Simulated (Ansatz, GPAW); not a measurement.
# Work function of a 5-layer slab of Ag(100) at several levels

Aim: the work function of both faces of a 5-layer slab of Ag(100), and its spread over functionals and bases.

Method: GPAW, PAW setups; slab in vacuum, in the first sound run; inputs show where later runs differ, in GPAW 26.7.0 and Ansatz 0.2.0.

### 1. Set-up

The cell holds 5 atoms: 5 Ag. Its edges and angles: a = 2.892 Å, b = 2.892 Å, c = 26.180 Å, α = 90.0°, β = 90.0°, γ = 90.0°. Vacuum lies along c.

### 2. Relaxation

The atoms are relaxed first, since the surface dipole, and with it the work function, follows the positions of the outer layers. The lowest 2 atoms are held at bulk positions and keep their forces.

File run.py:

```python
import json
import numpy as np
from ase import Atoms
from ase.constraints import FixAtoms
from ase.optimize import BFGS
from gpaw import GPAW, PW

slab = Atoms(
    ['Ag', 'Ag', 'Ag', 'Ag', 'Ag'],
    positions=[
        [0.00000, 0.00000, 9.00000],
        [1.44603, 1.44603, 11.04500],
        [0.00000, 0.00000, 13.09000],
        [1.44603, 1.44603, 15.13500],
        [0.00000, 0.00000, 17.18000]],
    cell=[[2.89207, 0.0, 0.0], [0.0, 2.89207, 0.0], [0.0, 0.0, 26.18]],
    pbc=[True, True, False])

slab.calc = GPAW(mode=PW(400), xc='PBE', kpts={'size': (11, 11, 1), 'gamma': True},
                 occupations={'name': 'fermi-dirac', 'width': 0.1}, nbands='160%',
                 convergence={'density': 0.0001}, maxiter=200,
                 poissonsolver={'dipolelayer': 'xy'},
                 symmetry={'tolerance': 1e-3, 'extra_ids': [1, 1, 0, 0, 0]}, txt='slab.txt')
result = {}
slab.set_constraint(FixAtoms([0, 1]))
path = []
opt = BFGS(slab, maxstep=0.2)
opt.attach(lambda: path.append((slab.get_potential_energy(), slab.positions.tolist(), slab.get_forces().tolist())))
result['relaxed'] = bool(opt.run(fmax=0.05, steps=30))
result['path'] = path
energy = slab.get_potential_energy()
fermi = slab.calc.get_fermi_level()
v = slab.calc.get_electrostatic_potential().mean((0, 1)) - fermi
n = slab.calc.get_pseudo_density().mean((0, 1))
L = slab.cell[2, 2]
z = np.arange(len(v)) * L / len(v)
low, high = slab.positions[:, 2].min(), slab.positions[:, 2].max()
below, above = np.interp([low - 6.8, high + 6.8], z, v)
slopes = [np.interp(x, z, np.gradient(v, z)) for x in (low - 6.8, high + 6.8)]
eps = np.array([[slab.calc.get_eigenvalues(k, s) for k in range(len(slab.calc.get_ibz_k_points()))]
                for s in range(slab.calc.get_number_of_spins())]) - fermi
top, bottom = eps[eps < 0].max(), eps[eps > 0].min()
dipole = slab.get_dipole_moment()[2]
print(f'energy {energy:.4f} eV, Fermi level {fermi:.4f} eV, dipole {dipole:.5f} e A')
print(f'potential 6.8 A off the faces, from the Fermi level: lower {below:.4f} eV, upper {above:.4f} eV')
print(f'slope of the potential there: lower {slopes[0]:.5f}, upper {slopes[1]:.5f} eV/A')
print(f'nearest levels on the mesh: {top:.4f} and {bottom:.4f} eV')
print('magnetic moment', round(slab.get_magnetic_moment(), 3))
result.update(energy=energy, fermi=fermi, dipole=dipole, below=below, above=above, slopes=slopes, edges=[top, bottom],
              z=z.tolist(), v=v.tolist(), n=n.tolist(), positions=slab.positions.tolist(),
              forces=slab.get_forces(apply_constraint=False).tolist(), moments=slab.get_magnetic_moments().tolist())
json.dump(result, open('result.json', 'w'))
```

The run is started by

```bash
$ OMP_NUM_THREADS=1 OPENBLAS_NUM_THREADS=1 python run.py
```

The program printed:

```text
Step          Energy          fmax
BFGS:    0      -13.288617        0.146195
BFGS:    1      -13.289068        0.132050
BFGS:    2      -13.292374        0.120733
BFGS:    3      -13.296537        0.221186
BFGS:    4      -13.297625        0.195252
BFGS:    5      -13.303351        0.074626
BFGS:    6      -13.306777        0.083400
BFGS:    7      -13.308399        0.063783
BFGS:    8      -13.308843        0.024458
energy -13.2844 eV, Fermi level 0.6236 eV, dipole 0.00112 e A
potential 6.8 A off the faces, from the Fermi level: lower 4.2634 eV, upper 4.2757 eV
slope of the potential there: lower -0.00026, upper 0.00041 eV/A
nearest levels on the mesh: -0.0033 and 0.0501 eV
magnetic moment 0.0
```

Elapsed: 16 min, on 1 thread of Arm Neoverse V1, shared host; peak memory 0.28 GiB.

Relaxation path:

```csv
step,energy less that of the first step (eV),largest force (eV/Å)
1,0.0000,0.1462
2,-0.0004,0.1320
3,-0.0037,0.1207
4,-0.0075,0.2212
5,-0.0086,0.1953
6,-0.0142,0.0746
7,-0.0175,0.0834
8,-0.0190,0.0638
9,-0.0193,0.0245
```

The atoms that moved most (Å):

```csv
atom,dx,dy,dz,length
Ag5,0.000,0.000,0.193,0.193
Ag4,0.000,0.000,0.152,0.152
Ag3,0.000,0.000,0.076,0.076
```

The relaxed structure:

```cif
data_structure
_symmetry_space_group_name_H-M 'P 1'
_symmetry_Int_Tables_number 1
_cell_length_a 2.8921
_cell_length_b 2.8921
_cell_length_c 26.1800
_cell_angle_alpha 90.000
_cell_angle_beta 90.000
_cell_angle_gamma 90.000
_cell_volume 218.97
loop_
_atom_site_label
_atom_site_type_symbol
_atom_site_fract_x
_atom_site_fract_y
_atom_site_fract_z
_atom_site_occupancy
Ag1 Ag 0.00000 0.00000 0.34377 1
Ag2 Ag 0.50000 0.50000 0.42189 1
Ag3 Ag 0.00000 0.00000 0.50288 1
Ag4 Ag 0.50000 0.50000 0.58393 1
Ag5 Ag 0.00000 0.00000 0.66359 1
```

Numbers from this step:

| Property | Result |
| --- | --- |
| dipole along the normal | 0.001120 e·Å |
| levels nearest the Fermi level on the mesh | -0.003268, 0.05010 eV from the Fermi level |
| upper work function | 4.276 eV |
| lower work function | 4.263 eV |

The electrostatic potential energy of an electron (without an applied field's), less the Fermi level, planar mean oscillates, so the rows of the table below give means over windows of 2.09 Å about each position, cut where the curve ends. Its maxima inside the range that stand out by 2 % of the span (Å: eV): 10.1: -0.758, 12.1: -0.252, 14.2: -0.203, 16.3: -0.416. Its minima: 9.0: -17.3, 11.0: -17.4, 13.2: -17.4, 15.3: -17.5, 17.4: -17.3.

Table of electrostatic potential energy of an electron (without an applied field's), less the Fermi level, planar mean by z; means over each step:

```csv
z (Å),"electrostatic potential energy of an electron (without an applied field's), less the Fermi level, planar mean (eV)"
1.04,4.26
3.13,4.26
5.22,4.26
7.31,2.82
9.40,-7.97
11.49,-7.84
13.58,-7.79
15.67,-7.94
17.77,-6.77
19.85,4.10
21.95,4.27
24.03,4.28
```

The pseudo valence density, planar mean oscillates, so the rows of the table below give means over windows of 2.09 Å about each position, cut where the curve ends. Its maxima inside the range that stand out by 2 % of the span (Å: e/Å³): 9.0: 2.24, 11.1: 2.20, 13.2: 2.23, 15.3: 2.24, 17.4: 2.23. Its minima: 10.1: 0.267, 12.1: 0.240, 14.2: 0.237, 16.3: 0.249.

The pseudo valence density, planar mean by z; means over each step:

```csv
z (Å),"pseudo valence density, planar mean (e/Å³)"
3.13,0
5.22,2.4e-4
7.31,0.0708
9.40,0.980
11.49,0.965
13.58,0.965
15.67,0.972
17.77,0.902
19.85,0.00679
21.95,3.3e-5
```

The relaxation lowered the energy of the cell by 0.0193 eV (energies extrapolated to zero smearing; the optimiser's log prints free energies). The largest force left on a free atom is 0.024 eV/Å.

### 3. Plane waves, PBE

With the geometry fixed, the planar mean of the potential gives the vacuum level on each side.

run.py, as its differences from that of step 2:

```diff
@@ -3,4 +3,2 @@
 from ase import Atoms
-from ase.constraints import FixAtoms
-from ase.optimize import BFGS
 from gpaw import GPAW, PW
@@ -12,5 +10,5 @@
         [1.44603, 1.44603, 11.04500],
-        [0.00000, 0.00000, 13.09000],
-        [1.44603, 1.44603, 15.13500],
-        [0.00000, 0.00000, 17.18000]],
+        [0.00000, -0.00000, 13.16552],
+        [1.44603, 1.44603, 15.28732],
+        [-0.00000, -0.00000, 17.37279]],
     cell=[[2.89207, 0.0, 0.0], [0.0, 2.89207, 0.0], [0.0, 0.0, 26.18]],
@@ -20,12 +18,6 @@
                  occupations={'name': 'fermi-dirac', 'width': 0.1}, nbands='160%',
-                 convergence={'density': 0.0001}, maxiter=200,
+                 convergence={'density': 1e-05}, maxiter=200,
                  poissonsolver={'dipolelayer': 'xy'},
-                 symmetry={'tolerance': 1e-3, 'extra_ids': [1, 1, 0, 0, 0]}, txt='slab.txt')
+                 symmetry={'tolerance': 1e-3}, txt='slab.txt')
 result = {}
-slab.set_constraint(FixAtoms([0, 1]))
-path = []
-opt = BFGS(slab, maxstep=0.2)
-opt.attach(lambda: path.append((slab.get_potential_energy(), slab.positions.tolist(), slab.get_forces().tolist())))
-result['relaxed'] = bool(opt.run(fmax=0.05, steps=30))
-result['path'] = path
 energy = slab.get_potential_energy()
```

The program printed:

```text
energy -13.2844 eV, Fermi level 0.6230 eV, dipole -0.00049 e A
potential 6.8 A off the faces, from the Fermi level: lower 4.2638 eV, upper 4.2764 eV
slope of the potential there: lower -0.00008, upper 0.00021 eV/A
nearest levels on the mesh: -0.0033 and 0.0502 eV
magnetic moment 0.0
```

Wall time 2.9 min (1 thread); peak memory 0.27 GiB.

Numbers from this step:

* dipole along the normal: -4.88e-4 e·Å
* levels nearest the Fermi level on the mesh: -0.003268, 0.05017 eV from the Fermi level
* lower work function: 4.264 eV

Table of electrostatic potential energy of an electron (without an applied field's), less the Fermi level, planar mean by z:

z (Å), electrostatic potential energy of an electron (without an applied field's), less the Fermi level, planar mean (eV) and a bar from the least value:
```
      0.0        4.3 ##############################
      0.5        4.3 ##############################
      1.0        4.3 ##############################
      1.5        4.3 ##############################
      2.0        4.3 ##############################
      2.5        4.3 ##############################
      3.0        4.3 ##############################
      3.5        4.3 ##############################
      4.0        4.3 ##############################
      4.5        4.3 ##############################
      5.0        4.3 ##############################
      5.5        4.3 ##############################
      6.0        4.2 ##############################
      6.5        4.2 ##############################
      7.0        4.0 ##############################
      7.5        3.5 #############################
      8.0        1.2 ##########################
      8.5       -7.2 ##############
      9.0      -17.3 
      9.5       -7.4 ##############
     10.0       -0.8 #######################
     10.5       -6.5 ###############
     11.0      -17.4 
     11.5       -8.7 ############
     12.0       -0.5 #######################
     12.5       -3.8 ###################
     13.0      -15.8 ##
     13.5      -11.9 ########
     14.0       -1.4 ######################
     14.5       -1.9 #####################
     15.0      -13.2 ######
     15.5      -15.0 ###
     16.0       -3.1 ####################
     16.5       -1.1 #######################
     17.0      -10.7 #########
     17.5      -16.3 ##
     18.0       -4.1 ##################
     18.5        2.1 ###########################
     19.0        3.7 #############################
     19.5        4.1 ##############################
     20.0        4.2 ##############################
     20.5        4.3 ##############################
     21.0        4.3 ##############################
     21.5        4.3 ##############################
     22.0        4.3 ##############################
     22.5        4.3 ##############################
     23.0        4.3 ##############################
     23.5        4.3 ##############################
     24.0        4.3 ##############################
     24.5        4.3 ##############################
     25.0        4.3 ##############################
     25.5        4.3 ##############################
     26.0        4.3 ##############################
```

The pseudo valence density, planar mean oscillates, so the rows of the table below give means over windows of 2.09 Å about each position, cut where the curve ends. Its maxima inside the range that stand out by 2 % of the span (Å: e/Å³): 9.0: 2.24, 11.1: 2.20, 13.2: 2.23, 15.3: 2.24, 17.4: 2.23. Its minima: 10.1: 0.267, 12.1: 0.240, 14.2: 0.237, 16.3: 0.249.

Table of pseudo valence density, planar mean by z; means over each step:

z (Å), pseudo valence density, planar mean (e/Å³) and a bar:
```
     3.13       0.00 
     5.22       0.00 
     7.31       0.07 ##
     9.40       0.98 ##############################
    11.49       0.97 ##############################
    13.58       0.96 ##############################
    15.67       0.97 ##############################
    17.77       0.90 ############################
    19.85       0.01 
    21.95       0.00
```

Force by atom:

```csv
atom,x (eV/Å),y (eV/Å),z (eV/Å),size
Ag1,0.0000,0.0000,-0.0891,0.0891
Ag2,0.0000,0.0000,0.0844,0.0844
Ag3,0.0000,0.0000,0.0128,0.0128
Ag4,0.0000,0.0000,0.0231,0.0231
Ag5,0.0000,0.0000,-0.0256,0.0256
```

The potential is flat to 2.1e-4 eV/Å where it is read, so the vacuum is wide enough.

### 4. Self-consistent run: xc = "revPBE"

The same geometry under revPBE, to see how far the functional moves the levels against the vacuum.

run.py, as its differences from that of step 3:

```diff
@@ -16,3 +16,3 @@
 
-slab.calc = GPAW(mode=PW(400), xc='PBE', kpts={'size': (11, 11, 1), 'gamma': True},
+slab.calc = GPAW(mode=PW(400), xc='revPBE', kpts={'size': (11, 11, 1), 'gamma': True},
                  occupations={'name': 'fermi-dirac', 'width': 0.1}, nbands='160%',
```

The program printed:

```text
energy -11.3226 eV, Fermi level 0.7732 eV, dipole -0.00047 e A
potential 6.8 A off the faces, from the Fermi level: lower 4.0870 eV, upper 4.0992 eV
slope of the potential there: lower -0.00005, upper 0.00020 eV/A
nearest levels on the mesh: -0.0065 and 0.0516 eV
magnetic moment 0.0
```

Elapsed: 3 min, on 1 thread; peak memory 0.27 GiB.

Numbers from this step:

```
dipole along the normal                    : -4.71e-4 e·Å
levels nearest the Fermi level on the mesh : -0.006534, 0.05161 eV from the Fermi level
upper work function                        : 4.099 eV
lower work function                        : 4.087 eV
```

The electrostatic potential energy of an electron (without an applied field's), less the Fermi level, planar mean oscillates, so the rows of the table below give means over windows of 2.09 Å about each position, cut where the curve ends. Its maxima inside the range that stand out by 2 % of the span (Å: eV): 10.1: -0.888, 12.1: -0.379, 14.2: -0.330, 16.3: -0.547. Its minima: 9.0: -17.4, 11.0: -17.5, 13.2: -17.5, 15.3: -17.6, 17.4: -17.4.

Electrostatic potential energy of an electron (without an applied field's), less the Fermi level, planar mean against z; means over each step:

z (Å), electrostatic potential energy of an electron (without an applied field's), less the Fermi level, planar mean (eV) and a bar from the least value:
```
     1.04        4.1 ##############################
     3.13        4.1 ##############################
     5.22        4.1 ##############################
     7.31        2.7 ##########################
     9.40       -8.1 
    11.49       -8.0 
    13.58       -7.9 
    15.67       -8.0 
    17.77       -6.9 ###
    19.85        3.9 ##############################
    21.95        4.1 ##############################
    24.03        4.1 ##############################
```

The pseudo valence density, planar mean oscillates, so the rows of the table below give means over windows of 2.09 Å about each position, cut where the curve ends. Its maxima inside the range that stand out by 2 % of the span (Å: e/Å³): 9.0: 2.24, 11.1: 2.20, 13.2: 2.23, 15.3: 2.24, 17.4: 2.24. Its minima: 10.1: 0.266, 12.1: 0.239, 14.2: 0.236, 16.3: 0.249.

The pseudo valence density, planar mean by z; means over each step:

z (Å), pseudo valence density, planar mean (e/Å³) and a bar:
```
     3.13       0.00 
     5.22       0.00 
     7.31       0.07 ##
     9.40       0.98 ##############################
    11.49       0.97 ##############################
    13.58       0.96 ##############################
    15.67       0.97 ##############################
    17.77       0.90 ############################
    19.85       0.01 
    21.95       0.00
```

Force by atom:

```csv
atom,x (eV/Å),y (eV/Å),z (eV/Å),size
Ag1,0.000,0.000,-0.247,0.247
Ag2,0.000,0.000,0.096,0.096
Ag3,0.000,0.000,0.012,0.012
Ag4,0.000,0.000,0.016,0.016
Ag5,0.000,0.000,0.126,0.126
```

The upper face's work function is 4.099 eV, against 4.276 eV in the first plane-wave PBE run at this geometry.

### 5. Self-consistent run: xc = "LDA"

The same geometry under LDA, to see how far the functional moves the levels against the vacuum.

run.py, as its differences from that of step 4:

```diff
@@ -16,3 +16,3 @@
 
-slab.calc = GPAW(mode=PW(400), xc='revPBE', kpts={'size': (11, 11, 1), 'gamma': True},
+slab.calc = GPAW(mode=PW(400), xc='LDA', kpts={'size': (11, 11, 1), 'gamma': True},
                  occupations={'name': 'fermi-dirac', 'width': 0.1}, nbands='160%',
```

The program printed:

```text
energy -17.8799 eV, Fermi level 0.1980 eV, dipole -0.00050 e A
potential 6.8 A off the faces, from the Fermi level: lower 4.6857 eV, upper 4.6986 eV
slope of the potential there: lower -0.00003, upper 0.00021 eV/A
nearest levels on the mesh: -0.0024 and 0.0548 eV
magnetic moment 0.0
```

Run time: 3.6 min. Hardware: 1 thread; peak memory 0.28 GiB.

This step gave:

```yaml
dipole_along_the_normal: -5.01e-4 e·Å
levels_nearest_the_fermi_level_on_the_mesh: -0.002355, 0.05481 eV from the Fermi level
upper_work_function: 4.699 eV
lower_work_function: 4.686 eV
```

The upper face's work function is 4.699 eV, against 4.276 eV in the first plane-wave PBE run at this geometry.

### 6. Self-consistent run: xc = "RPBE"

The same geometry under RPBE, to see how far the functional moves the levels against the vacuum.

run.py, as its differences from that of step 5:

```diff
@@ -16,3 +16,3 @@
 
-slab.calc = GPAW(mode=PW(400), xc='LDA', kpts={'size': (11, 11, 1), 'gamma': True},
+slab.calc = GPAW(mode=PW(400), xc='RPBE', kpts={'size': (11, 11, 1), 'gamma': True},
                  occupations={'name': 'fermi-dirac', 'width': 0.1}, nbands='160%',
```

The program printed:

```text
energy -10.8877 eV, Fermi level 0.8068 eV, dipole -0.00045 e A
potential 6.8 A off the faces, from the Fermi level: lower 4.0614 eV, upper 4.0731 eV
slope of the potential there: lower -0.00007, upper 0.00020 eV/A
nearest levels on the mesh: -0.0064 and 0.0507 eV
magnetic moment 0.0
```

The job ended after 3.1 min (1 thread; peak memory 0.27 GiB).

This step gave:

```yaml
dipole_along_the_normal: -4.49e-4 e·Å
levels_nearest_the_fermi_level_on_the_mesh: -0.006389, 0.05071 eV from the Fermi level
upper_work_function: 4.073 eV
lower_work_function: 4.061 eV
```

The electrostatic potential energy of an electron (without an applied field's), less the Fermi level, planar mean by z:

```csv
z (Å),"electrostatic potential energy of an electron (without an applied field's), less the Fermi level, planar mean (eV)"
0.0,4.07
0.5,4.06
1.0,4.06
1.5,4.06
2.0,4.06
2.5,4.06
3.0,4.06
3.5,4.06
4.0,4.06
4.5,4.06
5.0,4.06
5.5,4.05
6.0,4.04
6.5,3.99
7.0,3.83
7.5,3.24
8.0,1.03
8.5,-7.36
9.0,-17.4
9.5,-7.57
10.0,-0.974
10.5,-6.68
11.0,-17.5
11.5,-8.82
12.0,-0.687
12.5,-3.94
13.0,-15.9
13.5,-12.0
14.0,-1.53
14.5,-2.08
15.0,-13.3
15.5,-15.2
16.0,-3.24
16.5,-1.26
17.0,-10.9
17.5,-16.4
18.0,-4.27
18.5,1.92
19.0,3.48
19.5,3.90
20.0,4.02
20.5,4.06
21.0,4.07
21.5,4.07
22.0,4.07
22.5,4.07
23.0,4.07
23.5,4.07
24.0,4.07
24.5,4.07
25.0,4.07
25.5,4.07
26.0,4.07
```

The upper face's work function is 4.073 eV, against 4.276 eV in the first plane-wave PBE run at this geometry.

[end of part 1 of 2]

[Logs are printed without paths, hosts, clocks, repeated set-up lines and the standing remarks that a program may print on its own settings, such as how far it seeks lower states.]

[Hosts, paths, dates, database ids (printed as entryN), source tags and the programs' standing remarks are cut or masked in the printed files.]
